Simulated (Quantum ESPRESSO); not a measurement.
# FePt (Tetraferroplatinum): magnetism against volume, part 2 of 2

How does volume change the magnetic state of FePt (Tetraferroplatinum)?

Quantum ESPRESSO 7.5; PBE; plane waves with GBRV 1.5 PBE potentials, no spin-orbit coupling.

So far, absolute magnetization (μB): step 2 (volume 0.92, ferro +) 3.40; step 5 (cell volume +17.4 %, value 1.08 factor) 3.66.

## Step 6: An input with a fault

Level of this step: PBE with U = 25 eV on Fe d (ortho-atomic projectors); plane waves with GBRV 1.5 PBE potentials, no spin-orbit coupling (Quantum ESPRESSO).

As a test, an input with a fault in it is run.

pw.in reads:

```
&CONTROL
  calculation = 'scf'
  prefix = 'pwscf'
  outdir = './tmp'
  pseudo_dir = './pseudo'
  disk_io = 'nowf'
  tprnfor = .true.
  tstress = .true.
/
&SYSTEM
  ibrav = 0
  nat = 2
  ntyp = 2
  ecutwfc = 40
  ecutrho = 280
  nbnd = 24
  occupations = 'smearing'
  smearing = 'fd'
  degauss = 0.00367493
  nspin = 2
  starting_magnetization(1) = 0.175
  starting_magnetization(2) = 0
/
&ELECTRONS
  conv_thr = 4d-09
  electron_maxstep = 100
  mixing_beta = 0.3
/
ATOMIC_SPECIES
Fe     55.8450 fe_pbe_v1.5.uspp.F.UPF
Pt    195.0840 pt_pbe_v1.4.uspp.F.UPF
CELL_PARAMETERS angstrom
   2.7235000000    0.0000000000    0.0000000000
   0.0000000000    2.7235000000    0.0000000000
   0.0000000000    0.0000000000    3.7200000000
ATOMIC_POSITIONS crystal
Fe      0.0000000000    0.0000000000    0.0000000000
Pt      0.5000000000    0.5000000000    0.5000000000
K_POINTS automatic
10 10 10 0 0 0
HUBBARD {ortho-atomic}
U Fe-3d 25.0000
```

Launch:

```
OMP_NUM_THREADS=1 mpirun -n 2 pw.x -nk 2 -in pw.in > pw.out
```

The program printed:

```text
[banner, memory and clock lines left out]
Program PWSCF v.7.5 starts

     Message from routine setup:
     using ibrav=0 with symmetry is DISCOURAGED, use correct ibrav instead

     bravais-lattice index     =            0
     lattice parameter (alat)  =       5.1467  a.u.
     unit-cell volume          =     186.2063 (a.u.)^3
     number of atoms/cell      =            2
     number of atomic types    =            2
     number of electrons       =        32.00
     number of Kohn-Sham states=           24
     kinetic-energy cutoff     =      40.0000  Ry
     charge density cutoff     =     280.0000  Ry
     scf convergence threshold =      4.0E-09
     mixing beta               =       0.3000
     number of iterations used =            8  plain     mixing
     Exchange-correlation=  SLA  PW   PBX  PBC
                           (   1   4   3   4   0   0   0)
     Hubbard projectors: ortho-atomic
     Hubbard parameters of DFT+U (Dudarev formulation) in eV:
     U(Fe-3d) = 25.0000

     Internal variables: lda_plus_u =T, lda_plus_u_kind = 0

     Internal variables: orbital_resolved =F, hub_pot_fix =F, apply_U = F

     [... lines left out ...]
     PseudoPot. # 1 for Fe read from file:
     fe_pbe_v1.5.uspp.F.UPF
     Pseudo is Ultrasoft + core correction, Zval = 16.0

     PseudoPot. # 2 for Pt read from file:
     pt_pbe_v1.4.uspp.F.UPF
     Pseudo is Ultrasoft + core correction, Zval = 16.0

     atomic species   valence    mass     pseudopotential
     Fe               16.00    55.84500     Fe( 1.00)
     Pt               16.00   195.08400     Pt( 1.00)

     Starting magnetic structure
     atomic species   magnetization
     Fe              0.175
     Pt              0.000

     16 Sym. Ops., with inversion, found

   Cartesian axes

     site n.     atom                  positions (alat units)
         1        Fe     tau(   1) = (   0.0000000   0.0000000   0.0000000  )
         2        Pt     tau(   2) = (   0.5000000   0.5000000   0.6829447  )

     number of k points=   126  Fermi-Dirac smearing, width (Ry)=  0.0037

     Number of k-points >= 100: set verbosity='high' to print them.

     Dense  grid:    14725 G-vectors     FFT dimensions: (  27,  27,  40)

     Smooth grid:     6385 G-vectors     FFT dimensions: (  24,  24,  30)

     Check: negative core charge=   -0.000027
     Generating pointlists ...
     new r_m :   0.4055 (alat units)  2.0870 (a.u.) for type    1
     new r_m :   0.4055 (alat units)  2.0870 (a.u.) for type    2

     Initial potential from superposition of free atoms

     starting charge      30.5000, renormalised to      32.0000

     negative rho (up, down):  9.890E-02 9.898E-02

     STARTING HUBBARD OCCUPATIONS:

     =================== HUBBARD OCCUPATIONS ===================
     ------------------------ ATOM    1 ------------------------
     Tr[ns(  1)] (up, down, total) =   5.00000  0.00000  5.00000
     Atomic magnetic moment for atom   1 =   5.00000
     [... lines left out ...]
     Number of occupied Hubbard levels =    5.0000

     Atomic wfc used for Hubbard projectors are orthogonalized

     Starting wfcs are   25 randomized atomic wfcs

     Self-consistent Calculation

     iteration #  1     ecut=    40.00 Ry     beta= 0.30
     Davidson diagonalization with overlap
     ethr =  1.00E-02,  avg # of iterations =  4.2

     =================== HUBBARD OCCUPATIONS ===================
     ------------------------ ATOM    1 ------------------------
     Tr[ns(  1)] (up, down, total) =   4.93897  0.16836  5.10733
     Atomic magnetic moment for atom   1 =   4.77061
     [... lines left out ...]
     Number of occupied Hubbard levels =    5.1073

     negative rho (up, down):  9.370E-02 9.343E-02

     total energy              =    -460.28399304 Ry
     estimated scf accuracy    <       2.26075292 Ry

     total magnetization       =     4.84 Bohr mag/cell
     absolute magnetization    =     4.91 Bohr mag/cell

     [... further iterations left out ...]

     iteration # 11     ecut=    40.00 Ry     beta= 0.30
     Davidson diagonalization with overlap
     ethr =  6.46E-11,  avg # of iterations =  2.1

     negative rho (up, down):  9.028E-02 8.893E-02

     Magnetic moment per site  (integrated on atomic sphere of radius R)
     atom   1 (R=0.406)  charge= 14.1970  magn=  4.8169
     atom   2 (R=0.406)  charge= 14.0050  magn=  0.0748

     End of self-consistent calculation

     =================== HUBBARD OCCUPATIONS ===================
     ------------------------ ATOM    1 ------------------------
     Tr[ns(  1)] (up, down, total) =   4.99018  0.14434  5.13452
     Atomic magnetic moment for atom   1 =   4.84583
     [... lines left out ...]
     Number of occupied Hubbard levels =    5.1345

     Number of k-points >= 100: set verbosity='high' to print the bands.

     the Fermi energy is    23.3411 ev

!    total energy              =    -460.48541780 Ry
     estimated scf accuracy    <          2.0E-09 Ry
     smearing contrib. (-TS)   =      -0.00034717 Ry
     internal energy E=F+TS    =    -460.48507063 Ry

     The total energy is F=E-TS. E is the sum of the following terms:
     one-electron contribution =    -140.20471128 Ry
     hartree contribution      =      92.06366623 Ry
     xc contribution           =     -86.20771926 Ry
     ewald contribution        =    -326.27341122 Ry
     Hubbard energy            =       0.13710490 Ry

     total magnetization       =     4.91 Bohr mag/cell
     absolute magnetization    =     5.05 Bohr mag/cell

     convergence has been achieved in  11 iterations

     negative rho (up, down):  9.028E-02 8.893E-02

     Forces acting on atoms (cartesian axes, Ry/au):

     atom    1 type  1   force =     0.00000000    0.00000000    0.00000000
     atom    2 type  2   force =     0.00000000    0.00000000    0.00000000

     Total force =     0.000000     Total SCF correction =     0.000000

     Computing stress (Cartesian axis) and pressure

     negative rho (up, down):  9.028E-02 8.893E-02
          total   stress  (Ry/bohr**3)                   (kbar)     P=      545.64
   0.00398793   0.00000000   0.00000000          586.64        0.00        0.00
   0.00000000   0.00398793   0.00000000            0.00      586.64        0.00
   0.00000000   0.00000000   0.00315162            0.00        0.00      463.62
```

Elapsed: 25 s, on 2 MPI ranks of Intel Xeon 6975P-C (Granite Rapids), shared host; peak memory 0.27 GiB; 49 s of CPU time.

Convergence was reached, yet the input spoils the result.

The fault in the input: an enormous U.

## Step 7: All points

The runs not shown differ from these in the moved quantity alone.

States, by row:

```
volume        ferro +  antiferro q=(0,1/2,0) +-  no spin polarisation
  0.92  ferromagnetic         antiferromagnetic          non-magnetic
  0.96  ferromagnetic         antiferromagnetic          non-magnetic
     1  ferromagnetic         antiferromagnetic          non-magnetic
  1.04  ferromagnetic         antiferromagnetic          non-magnetic
  1.08  ferromagnetic         antiferromagnetic          non-magnetic
```

Largest site moment against volume:

```
volume (factor)  ferro + (μB)  antiferro q=(0,1/2,0) +- (μB)
         0.9200          2.88                           2.75
         0.9600          2.95                           2.87
         1.0000          3.01                           2.97
         1.0400          3.08                           3.05
         1.0800          3.13                           3.13
```

Energy less that of the parallel start against volume; values in meV a seeded atom:

```
volume (factor)  antiferro q=(0,1/2,0) +-  no spin polarisation
         0.9200                     -3.27                   547
         0.9600                      15.3                   679
         1.0000                      27.6                   801
         1.0400                      36.1                   914
         1.0800                      42.3                  1020
```

Table of energy over the lowest by volume; values in meV an atom:

```
volume (factor)  ferro +  antiferro q=(0,1/2,0) +-  no spin polarisation
         0.9200     99.0                      97.4                   373
         0.9600     29.8                      37.4                   369
         1.0000        0                      13.8                   400
         1.0400     1.16                      19.2                   458
         1.0800     26.6                      47.8                   536
```

## Step 8: What came out

```
moment, parallel start       : 2.88 to 3.13 μB
states met from these starts : antiferromagnetic and ferromagnetic
```

What this shows: The moment of the parallel start goes from 2.88 μB at 0.92 to 3.13 μB at 1.08. The net moment of the cell goes from 3.25 to 3.46 μB. The radius of the spheres follows the nearest distance, so part of the change of the site moments is the spheres'. The largest moment of the start antiferro q=(0,1/2,0) +- lies between 2.75 and 3.13 μB. The start antiferro q=(0,1/2,0) +- crosses the parallel one in energy within the series: it lies lower at 0.92.

[Logs and program files are shortened in this print: banners, set-up blocks, solver, clock and traceback lines can be left out without a mark of their own.]

[Logs are printed without paths, hosts, clocks, repeated set-up lines and the standing remarks that a program may print on its own settings, such as how far it seeks lower states.]

[Hosts, paths, dates, database ids (printed as entryN), source tags and the programs' standing remarks are cut or masked in the printed files.]

[Where a cell is said to come from a database of computed structures, the database is the Materials Project.]
